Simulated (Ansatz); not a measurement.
# Deformation potentials of HgC2S2N2 (C2/m) by GW, part 4 of 4

Aim: how the gap of HgC2S2N2 (C2/m) follows strain, by a semilocal functional, a hybrid and G0W0.

Ansatz 0.2.0; a semilocal functional, HSE06 and G0W0, plane waves, PAW. Known limits of the many-body steps: not at the basis limit; d shell near the gap, gap tends to lie low; no spin-orbit coupling; coarse k mesh.

So far. Step 17 (Uniaxial along z -4.0 %: G0W0): The gap on the mesh goes from 2.27 eV to 4.03 eV, a correction of +1.76 eV. Between the two edge states, bare exchange in place of the xc potential would open the gap by 7.49 eV, and correlation takes back 5.73 eV. Step 18 (Uniaxial along z -4.0 %: HSE06): The gap stands +1.16 eV against PBE.

### 20. Biaxial in xy -1.5 %: PBE

Level of this step: DFT, PBE, plane waves, PAW; PAW set soft_1 (Ansatz).

File input.yaml:

```yaml
crystal:
  lattice:
    - [5.357415, -1.990685, 0.0]
    - [5.357415, 1.990685, 0.0]
    - [-0.5832855378, 0.0, 6.4076955288]
  atoms:
    - { symbol: Hg, position: [0.0, 0.0, 0.0] }
    - { symbol: C, position: [0.2670878199, 0.2670878199, 0.2256600482] }
    - { symbol: C, position: [0.7329121801, 0.7329121801, 0.7743399518] }
    - { symbol: S, position: [0.1315375814, 0.1315375814, 0.32951302] }
    - { symbol: S, position: [0.8684624186, 0.8684624186, 0.67048698] }
    - { symbol: "N", position: [0.3650877224, 0.3650877224, 0.1563951894] }
    - { symbol: "N", position: [0.6349122776, 0.6349122776, 0.8436048106] }
kpoints:
  mp_grid: { grid: [6, 6, 4] }
  band_path:
    path:
      - [0.0, 0.0, 0.0]
      - [-0.28481191, 0.28481191, 0.0]
      - [-0.71518809, -0.28481191, 0.0]
      - [-0.5, -0.5, 0.0]
      - [-0.5, -0.5, 0.5]
      - [-0.72060342, -0.27939658, 0.5]
      - [-0.27939658, 0.27939658, 0.5]
      - [0.0, 0.0, 0.5]
    npoints: 1
hamiltonian:
  xc: pbe
  pseudopotentials: { kind: paw, azcp: { folder: soft_1 } }
scf:
  occupations: { method: fermi_dirac, width: 0.02 }
  n_extra_bands: 6
output:
  eigenvalues: true
  forces: true
  stress: true
```

Launch:

```bash
$ ansatz run input.yaml --threads 2 --pin off --max-ram 92160MiB --backend cuda --events-out ev --progress --plain --runs-dir out --devices 1 --max-vram 13GiB
```

Numbers of over 12 decimals in the logs are rounded to 6 here.

Log:

```text
[...]
GPUs: using 1 of 1 available (devices: 1).
[...]
GPU FFT provider: cuFFT
GPU libraries: cuBLAS 13.8.2, cuFFT 12.4.0, cuSOLVER 12.3.4
Crystal: 7 atoms, lattice volume = 136.675 Å³
Basis set: ecut = 420 eV, 2687 PW (Γ), exchange–correlation on 80×80×90 points (8 copies of the dense FFT grid, shifted against one another)
[...]
k-point 0: bands = [... 21 lower, 1.4980, 2.5077, 2.6521, 3.2931, 5.6266, 7.5404, 7.8463, 8.5940, ... 2 higher]
  k-point 1: bands = [... 21 lower, 1.6156, 2.4849, 2.6429, 3.3026, 6.0360, 7.7558, 7.8922, 8.7023, ... 2 higher]
  k-point 2: bands = [... 21 lower, 1.7435, 2.4440, 2.6347, 3.3108, 6.4942, 7.7733, 8.2831, 8.8654, ... 2 higher]
  k-point 46: bands = [... 21 lower, 2.1321, 2.2863, 3.3080, 3.3138, 6.3151, 7.9624, 8.1204, 8.4500, ... 2 higher]
[key lines of the parts left out:]
SCF converged after 10 iterations
Free energy (F): -16887.276476 eV
Fermi energy:    4.542651 eV
P = ⅓ Tr σ = 1.9512 GPa (19.512 kbar)
```

The job ended after 7.3 s (1 × NVIDIA H100 80GB HBM3 (shared by 6 runs) with 2 threads of AMD EPYC 7R13 (Zen 3), shared host; peak memory 0.96 GiB; 4.4 s of CPU time).

This step gave:

| Property | Result |
| --- | --- |
| pressure | 1.951 GPa |
| gap | 2.172 eV |
| valence top at | Y_2 |
| conduction bottom at | Γ |
| least direct gap | 2.333 eV |

The gap is indirect, with the least direct gap 0.16 eV higher.

### 21. Biaxial in xy -1.5 %: G0W0

This step: G0W0 on PBE, plane waves, PAW; PAW set soft_1.

input.yaml, the sections that differ from step 20:

```yaml
kpoints:
  mp_grid: { grid: [4, 4, 2] }
scf:
  occupations: { method: fixed }
gw:
  n_empty_bands: 529
  ecut_chi: 140
  qp_bands: [v2, c2]
  qp_kpoints: band_edges
  screening: { model: contour_deformation }
# crystal, hamiltonian: as in step 20
# output: removed
```

Log:

```text
GPUs: using 1 of 1 available (devices: 1).
[...]
GPU FFT provider: cuFFT
GPU libraries: cuBLAS 13.8.2, cuFFT 12.4.0, cuSOLVER 12.3.4
Crystal: 7 atoms, lattice volume = 136.675 Å³
Basis set: ecut = 420 eV, 2687 PW (Γ)
Bands: 32, of which v1, the nominal top of the filled ones, is band 25 counted from 1 (24 counted from 0)
Symmetry: 4 space group operations
[...]
k-points: 14 of 32
[...]
1    27      7.7736    -7.3969    -4.2815   -12.5235  0.7797     8.6317     8.6186  root
[...]
13    24      3.3082   -18.9398     2.0466   -15.8496  0.7487     2.2421     2.2646  root
    13    25      3.3141   -19.9001     2.1118   -16.7522  0.7509     2.2564     2.2780  root
    13    26      6.3153   -11.4207    -3.8634   -16.0842  0.7805     7.1245     7.1154  root
    13    27      7.9627    -8.7852    -4.4333   -14.3199  0.7563     9.0923     9.0642  root
[key lines of the parts left out:]
SCF converged after 10 iterations
Free energy (F): -16887.275801 eV
Fermi energy:    3.454410 eV
```

Elapsed: 19 s, on 1 × NVIDIA H100 80GB HBM3 (shared by 6 runs) with 2 threads; peak memory 2 GiB.

Numbers from this step:

```
bands summed                                 : 554
RPA ε∞ on this mesh (eigenvalues)            : 2.702, 3.385, 5.330
plane waves in the screening matrix          : 513
G0W0 gap on the mesh                         : 3.912 eV
k of the valence top                         : -0.5, -0.5, 0
k of the conduction bottom                   : 0, 0, 0
starting gap on the mesh                     : 2.172 eV
least direct G0W0 gap on the computed points : 4.085 eV
```

The gap on the mesh goes from 2.17 eV to 3.91 eV, a correction of +1.74 eV. Between the two edge states, bare exchange in place of the xc potential would open the gap by 7.43 eV, and correlation takes back 5.69 eV.

### 22. Biaxial in xy -1.5 %: HSE06

This step: DFT, HSE06, plane waves, PAW; PAW set soft_1.

input.yaml: that of step 21 with these lines changed.

```diff
@@ -15,4 +15,15 @@
   mp_grid: { grid: [4, 4, 2] }
+  band_path:
+    path:
+      - [0.0, 0.0, 0.0]
+      - [-0.28481191, 0.28481191, 0.0]
+      - [-0.71518809, -0.28481191, 0.0]
+      - [-0.5, -0.5, 0.0]
+      - [-0.5, -0.5, 0.5]
+      - [-0.72060342, -0.27939658, 0.5]
+      - [-0.27939658, 0.27939658, 0.5]
+      - [0.0, 0.0, 0.5]
+    npoints: 1
 hamiltonian:
-  xc: pbe
+  xc: hse06
   pseudopotentials: { kind: paw, azcp: { folder: soft_1 } }
@@ -20,7 +31,4 @@
   occupations: { method: fixed }
-gw:
-  n_empty_bands: 529
-  ecut_chi: 140
-  qp_bands: [v2, c2]
-  qp_kpoints: band_edges
-  screening: { model: contour_deformation }
+  n_extra_bands: 6
+output:
+  eigenvalues: true
```

Log:

```text
[...]
GPUs: using 1 of 1 available (devices: 1).
[...]
GPU FFT provider: cuFFT
GPU libraries: cuBLAS 13.8.2, cuFFT 12.4.0, cuSOLVER 12.3.4
Crystal: 7 atoms, lattice volume = 136.675 Å³
Basis set: ecut = 420 eV, 2687 PW (Γ)
Bands: 31, of which v1, the nominal top of the filled ones, is band 25 counted from 1 (24 counted from 0)
Symmetry: 4 space group operations
[...]
k-points: 14 of 32
[...]
E sigma→0 (E₀):  -16890.974417 eV
Fermi energy:    2.731843 eV
[...]
--- Band table (eV; the first three rows and the last of 14) ---
  k-point 0: bands = [... 21 lower, 0.7582, 1.6934, 1.8885, 2.5512, 6.0509, 8.0324, 8.3615, 9.2155, ... 2 higher]
  k-point 1: bands = [... 21 lower, 0.9701, 1.6092, 1.8687, 2.5711, 7.0257, 8.3209, 8.8444, 9.5251, ... 2 higher]
  k-point 2: bands = [... 21 lower, 0.7334, 1.1451, 1.8209, 2.2716, 6.3168, 7.9732, 8.8514, 9.3107, ... 2 higher]
  k-point 13: bands = [... 21 lower, 1.4469, 1.4580, 2.5761, 2.5904, 6.8116, 8.5709, 8.6976, 9.0409, ... 2 higher]
[key lines of the parts left out:]
Free energy (F): -16890.974417 eV
```

Elapsed: 18 s, on 1 × NVIDIA H100 80GB HBM3 (shared by 6 runs) with 2 threads; peak memory 1.4 GiB; 24 s of CPU time.

Numbers from this step:

```yaml
gap: 3.319 eV
valence_top_at: Y_2
conduction_bottom_at: Γ
least_direct_gap: 3.500 eV
```

The gap stands +1.15 eV against PBE.

### 23. Uniaxial along x +1.0 %: relaxing the ions

This step: DFT, PBE, plane waves, PAW; PAW set soft_1.

The cell differs from the one that the last finished run ended in (a 5.715 → 5.853 Å, b 5.715 → 5.853 Å, γ 40.8 → 40.4°; other edges change by under 0.2 %).

File input.yaml:

```yaml
crystal:
  lattice:
    - [5.49339, -2.021, 0.0]
    - [5.49339, 2.021, 0.0]
    - [-0.5980897393, 0.0, 6.4076955288]
  atoms:
    - { symbol: Hg, position: [0.0, 0.0, 0.0] }
    - { symbol: C, position: [0.2660832105, 0.2660832105, 0.2231555379] }
    - { symbol: C, position: [0.7339167895, 0.7339167895, 0.7768444621] }
    - { symbol: S, position: [0.1319981946, 0.1319981946, 0.3259757597] }
    - { symbol: S, position: [0.8680018054, 0.8680018054, 0.6740242403] }
    - { symbol: "N", position: [0.3633201476, 0.3633201476, 0.1566524525] }
    - { symbol: "N", position: [0.6366798524, 0.6366798524, 0.8433475475] }
kpoints:
  mp_grid: { grid: [6, 6, 4] }
hamiltonian:
  xc: pbe
  pseudopotentials: { kind: paw, azcp: { folder: soft_1 } }
scf:
  occupations: { method: fermi_dirac, width: 0.02 }
relax:
  f_tol: 0.01
output:
  write_density: true
  write_potential: true
  elf: true
  volumetric_format: npy
```

Log:

```text
GPUs: using 1 of 1 available (devices: 1).
[...]
GPU FFT provider: cuFFT
GPU libraries: cuBLAS 13.8.2, cuFFT 12.4.0, cuSOLVER 12.3.4
Crystal: 7 atoms, lattice volume = 142.278 Å³
Basis set: ecut = 420 eV, 2787 PW (Γ), exchange–correlation on 80×80×90 points (8 copies of the dense FFT grid, shifted against one another)
Bands: 32, of which v1, the nominal top of the filled ones, is band 25 counted from 1 (24 counted from 0)
[...]
F+E_penalty+E_count = -16887.33091074 eV   max|allowed force component| = 2.424e-3 eV/Å
  atoms:
    - { symbol: Hg, position: [0, 0, 0] }
    - { symbol: C, position: [0.265058, 0.265058, 0.222190] }
    - { symbol: C, position: [0.734942, 0.734942, 0.777810] }
    - { symbol: S, position: [0.131968, 0.131968, 0.324192] }
    - { symbol: S, position: [0.868032, 0.868032, 0.675808] }
    - { symbol: N, position: [0.361889, 0.361889, 0.157895] }
    - { symbol: N, position: [0.638111, 0.638111, 0.842105] }
[key lines of the parts left out:]
SCF converged after 5 iterations
Free energy (F): -16887.330911 eV
Fermi energy:    4.101429 eV
```

Wall time 11 s (1 × NVIDIA H100 80GB HBM3 (shared by 6 runs) with 2 threads); peak memory 1 GiB; 13 s of CPU time.

Step by step:

```
step  energy less that of the first step (eV)  largest force component (eV/Å)
   1                                   0.0000                          0.9629
   2                                  -0.0152                          0.1798
   3                                  -0.0147                          0.1664
   4                                  -0.0170                          0.0549
   5                                  -0.0171                          0.0103
   6                                  -0.0171                          0.0024
```

Relaxation step 3 was tried and not accepted.

Forces are held to the 4 operations that the run works with; a distortion that breaks them can't arise in this run.

The atoms that moved most (Å):

```
atom      dx     dy      dz  length
  N6  -0.016  0.000   0.008   0.018
  N7   0.016  0.000  -0.008   0.018
  C3   0.011  0.000   0.006   0.012
  C2  -0.011  0.000  -0.006   0.012
  S4   0.001  0.000  -0.011   0.011
  S5  -0.001  0.000   0.011   0.011
```

### 24. Uniaxial along x +1.0 %: PBE

File input.yaml:

```yaml
crystal:
  lattice:
    - [5.49339, -2.021, 0.0]
    - [5.49339, 2.021, 0.0]
    - [-0.5980897393, 0.0, 6.4076955288]
  atoms:
    - { symbol: Hg, position: [0.0, 0.0, 0.0] }
    - { symbol: C, position: [0.2650577437, 0.2650577437, 0.2221895325] }
    - { symbol: C, position: [0.7349422563, 0.7349422563, 0.7778104675] }
    - { symbol: S, position: [0.1319681123, 0.1319681123, 0.3241924945] }
    - { symbol: S, position: [0.8680318877, 0.8680318877, 0.6758075055] }
    - { symbol: "N", position: [0.3618890958, 0.3618890958, 0.1578946905] }
    - { symbol: "N", position: [0.6381109042, 0.6381109042, 0.8421053095] }
kpoints:
  mp_grid: { grid: [6, 6, 4] }
  band_path:
    path:
      - [0.0, 0.0, 0.0]
      - [-0.28481191, 0.28481191, 0.0]
      - [-0.71518809, -0.28481191, 0.0]
      - [-0.5, -0.5, 0.0]
      - [-0.5, -0.5, 0.5]
      - [-0.72060342, -0.27939658, 0.5]
      - [-0.27939658, 0.27939658, 0.5]
      - [0.0, 0.0, 0.5]
    npoints: 1
hamiltonian:
  xc: pbe
  pseudopotentials: { kind: paw, azcp: { folder: soft_1 } }
scf:
  occupations: { method: fermi_dirac, width: 0.02 }
  n_extra_bands: 6
output:
  eigenvalues: true
  forces: true
  stress: true
```

Log:

```text
[...]
GPUs: using 1 of 1 available (devices: 1).
[...]
GPU FFT provider: cuFFT
GPU libraries: cuBLAS 13.8.2, cuFFT 12.4.0, cuSOLVER 12.3.4
Crystal: 7 atoms, lattice volume = 142.278 Å³
Basis set: ecut = 420 eV, 2787 PW (Γ), exchange–correlation on 80×80×90 points (8 copies of the dense FFT grid, shifted against one another)
[...]
k-point 0: bands = [... 21 lower, 1.1518, 1.9761, 2.2544, 2.8838, 5.2028, 7.2025, 7.3936, 8.2723, ... 2 higher]
  k-point 1: bands = [... 21 lower, 1.2780, 1.9398, 2.2556, 2.8873, 5.5899, 7.3437, 7.4802, 8.3608, ... 2 higher]
  k-point 2: bands = [... 21 lower, 1.4160, 1.8828, 2.2576, 2.8899, 6.0164, 7.3174, 7.8455, 8.4866, ... 2 higher]
  k-point 46: bands = [... 21 lower, 1.6967, 1.7671, 2.8583, 2.8883, 5.8361, 7.6444, 7.7742, 8.1182, ... 2 higher]
[key lines of the parts left out:]
SCF converged after 10 iterations
Free energy (F): -16887.330911 eV
Fermi energy:    4.101446 eV
P = ⅓ Tr σ = 1.1939 GPa (11.939 kbar)
```

The job ended after 3.8 s (1 × NVIDIA H100 80GB HBM3 (shared by 6 runs) with 2 threads; peak memory 0.96 GiB; 5.1 s of CPU time).

This step gave:

| Property | Result |
| --- | --- |
| pressure | 1.194 GPa |
| gap | 2.210 eV |
| valence top at | Y_2 |
| conduction bottom at | Γ |
| least direct gap | 2.319 eV |

The gap is indirect, with the least direct gap 0.11 eV higher.

### 25. Uniaxial along x +1.0 %: G0W0

This step: G0W0 on PBE, plane waves, PAW; PAW set soft_1.

input.yaml, the sections that differ from step 24:

```yaml
kpoints:
  mp_grid: { grid: [4, 4, 2] }
scf:
  occupations: { method: fixed }
gw:
  n_empty_bands: 529
  ecut_chi: 140
  qp_bands: [v2, c2]
  qp_kpoints: band_edges
  screening: { model: contour_deformation }
# crystal, hamiltonian: as in step 24
# output: removed
```

Log:

```text
GPUs: using 1 of 1 available (devices: 1).
[...]
GPU FFT provider: cuFFT
GPU libraries: cuBLAS 13.8.2, cuFFT 12.4.0, cuSOLVER 12.3.4
Crystal: 7 atoms, lattice volume = 142.278 Å³
Basis set: ecut = 420 eV, 2787 PW (Γ)
Bands: 32, of which v1, the nominal top of the filled ones, is band 25 counted from 1 (24 counted from 0)
Symmetry: 4 space group operations
[...]
k-points: 14 of 32
[...]
1    27      7.3176    -7.2243    -4.1931   -12.2828  0.7833     8.1963     8.1830  root
[...]
13    24      2.8584   -18.9212     2.0520   -15.7800  0.7499     1.7447     1.7692  root
    13    25      2.8885   -19.8309     2.1001   -16.6511  0.7524     1.7855     1.8088  root
    13    26      5.8362   -11.3655    -3.7758   -15.9932  0.7826     6.6981     6.6881  root
    13    27      7.6446    -8.6792    -4.3621   -14.1657  0.7587     8.7987     8.7690  root
[key lines of the parts left out:]
SCF converged after 9 iterations
Free energy (F): -16887.330257 eV
Fermi energy:    2.992541 eV
```

It took 39 s on 1 × NVIDIA H100 80GB HBM3 (shared by 6 runs) with 2 threads; peak memory 2.1 GiB; 63 s of CPU time.

This step gave:

| Property | Result |
| --- | --- |
| bands summed | 554 |
| RPA ε∞ on this mesh (eigenvalues) | 2.565, 3.170, 5.104 |
| plane waves in the screening matrix | 521 |
| G0W0 gap on the mesh | 4.041 eV |
| k of the valence top | -0.5, -0.5, 0 |
| k of the conduction bottom | 0, 0, 0 |
| starting gap on the mesh | 2.210 eV |
| least direct G0W0 gap on the computed points | 4.159 eV |

The gap on the mesh goes from 2.21 eV to 4.04 eV, a correction of +1.83 eV. Between the two edge states, bare exchange in place of the xc potential would open the gap by 7.45 eV, and correlation takes back 5.62 eV.

### 26. Uniaxial along x +1.0 %: HSE06

This step: DFT, HSE06, plane waves, PAW; PAW set soft_1.

input.yaml: that of step 25 with these lines changed.

```diff
@@ -15,4 +15,15 @@
   mp_grid: { grid: [4, 4, 2] }
+  band_path:
+    path:
+      - [0.0, 0.0, 0.0]
+      - [-0.28481191, 0.28481191, 0.0]
+      - [-0.71518809, -0.28481191, 0.0]
+      - [-0.5, -0.5, 0.0]
+      - [-0.5, -0.5, 0.5]
+      - [-0.72060342, -0.27939658, 0.5]
+      - [-0.27939658, 0.27939658, 0.5]
+      - [0.0, 0.0, 0.5]
+    npoints: 1
 hamiltonian:
-  xc: pbe
+  xc: hse06
   pseudopotentials: { kind: paw, azcp: { folder: soft_1 } }
@@ -20,7 +31,8 @@
   occupations: { method: fixed }
-gw:
-  n_empty_bands: 529
-  ecut_chi: 140
-  qp_bands: [v2, c2]
-  qp_kpoints: band_edges
-  screening: { model: contour_deformation }
+  n_extra_bands: 6
+output:
+  eigenvalues: true
+  write_density: true
+  write_potential: true
+  elf: true
+  volumetric_format: npy
```

Log:

```text
[...]
GPUs: using 1 of 1 available (devices: 1).
[...]
GPU FFT provider: cuFFT
GPU libraries: cuBLAS 13.8.2, cuFFT 12.4.0, cuSOLVER 12.3.4
Crystal: 7 atoms, lattice volume = 142.278 Å³
Basis set: ecut = 420 eV, 2787 PW (Γ)
Bands: 31, of which v1, the nominal top of the filled ones, is band 25 counted from 1 (24 counted from 0)
Symmetry: 4 space group operations
[...]
k-points: 14 of 32
[...]
E sigma→0 (E₀):  -16891.016552 eV
Fermi energy:    2.260505 eV
[...]
--- Band table (eV; the first three rows and the last of 14) ---
  k-point 0: bands = [... 21 lower, 0.4151, 1.1586, 1.4859, 2.1395, 5.6241, 7.6950, 7.9040, 8.9052, ... 2 higher]
  k-point 1: bands = [... 21 lower, 0.6551, 1.0375, 1.4881, 2.1463, 6.5402, 7.8566, 8.4010, 9.1509, ... 2 higher]
  k-point 2: bands = [... 21 lower, 0.3432, 0.7619, 1.4223, 1.8280, 5.9164, 7.5795, 8.4081, 8.9245, ... 2 higher]
  k-point 13: bands = [... 21 lower, 0.9220, 1.0222, 2.1305, 2.1451, 6.3257, 8.2453, 8.3541, 8.7133, ... 2 higher]
[key lines of the parts left out:]
Free energy (F): -16891.016552 eV
```

Elapsed: 20 s, on 1 × NVIDIA H100 80GB HBM3 (shared by 6 runs) with 2 threads; peak memory 1.3 GiB; 28 s of CPU time.

This step gave:

```
gap                  : 3.364 eV
valence top at       : Y_2
conduction bottom at : Γ
least direct gap     : 3.485 eV
```

The gap stands +1.15 eV against PBE.

### 27. Gaps under strain

Gaps in eV; G0W0 is the start's gap plus the shift on one mesh and one count of bands for all cells.

```
                 strain   PBE  G0W0@PBE  HSE06  change, PBE  change, G0W0@PBE  change, HSE06
             unstrained  2.21      4.02   3.37            -                 -              -
     hydrostatic -1.5 %  2.20      3.92   3.35       −0.015            −0.093         −0.019
     hydrostatic +3.0 %  2.28      4.24   3.44       +0.068            +0.228         +0.076
uniaxial along z -4.0 %  2.27      4.03   3.43       +0.061            +0.014         +0.068
   biaxial in xy -1.5 %  2.17      3.91   3.32       −0.040            −0.104         −0.047
uniaxial along x +1.0 %  2.21      4.04   3.36       −0.002            +0.025         −0.002
```

### 28. Summary of results

```
unstrained              : PBE 2.21, G0W0@PBE 4.02, HSE06 3.37 eV
hydrostatic -1.5 %      : PBE 2.20, G0W0@PBE 3.92, HSE06 3.35 eV
hydrostatic +3.0 %      : PBE 2.28, G0W0@PBE 4.24, HSE06 3.44 eV
uniaxial along z -4.0 % : PBE 2.27, G0W0@PBE 4.03, HSE06 3.43 eV
biaxial in xy -1.5 %    : PBE 2.17, G0W0@PBE 3.91, HSE06 3.32 eV
uniaxial along x +1.0 % : PBE 2.21, G0W0@PBE 4.04, HSE06 3.36 eV
```

**Reading.** Hydrostatic -1.5 %: the G0W0@PBE gap changes by −0.09 eV. Hydrostatic +3.0 %: the G0W0@PBE gap changes by +0.23 eV. Uniaxial along z -4.0 %: the G0W0@PBE gap changes by under 0.03 eV, which these settings can't resolve. Biaxial in xy -1.5 %: the G0W0@PBE gap changes by −0.10 eV. The slope for hydrostatic strain is +0.071 eV for each per cent, between hydrostatic -1.5 % and hydrostatic +3.0 %. The slope for biaxial xy strain is +0.069 eV for each per cent, between biaxial in xy -1.5 % and unstrained. PBE misses the unstrained G0W0@PBE gap by −1.80 eV but its changes by 0.160 eV at most. HSE06 misses the unstrained G0W0@PBE gap by −0.65 eV but its changes by 0.152 eV at most. Levels are read on the mesh, at the zone's corners and at the band edges found on the unstrained path, so a valley that moves off them is missed. The count of screening plane waves jumps between cells, which leaves noise of a few hundredths of an eV in G0W0. The 4×4×2 mesh is coarse for this cell (its supercell is 13 Å along the shortest edge). The RPA ε∞ on it, from the PBE start, is 2.60, 3.23 and 5.16; such meshes misread the long-range screening, most where the gap is narrow. A d shell, filled or nearly so, lies near the gap. One-shot GW converges very slowly in bands there, not always from below, and on a semilocal start the gap tends to come out low; starts rich in exact exchange can overshoot instead. The many-body steps are scalar-relativistic: spin-orbit coupling is not in them.

[Paths, hosts, dates, memory and timing lines, banners, echoed tables and standing remarks are left out of the program output.]

[Logs are printed without paths, hosts, clocks, repeated set-up lines and the standing remarks that a program may print on its own settings, such as how far it seeks lower states.]

[Runs of the session that timed out or met a known fault of the program may be left out.]

[Cells called generated may have been cut or substituted from an entry of the Crystallography Open Database or the Materials Project.]

[Hosts, paths, dates, database ids (printed as entryN), source tags and the programs' standing remarks are cut or masked in the printed files.]
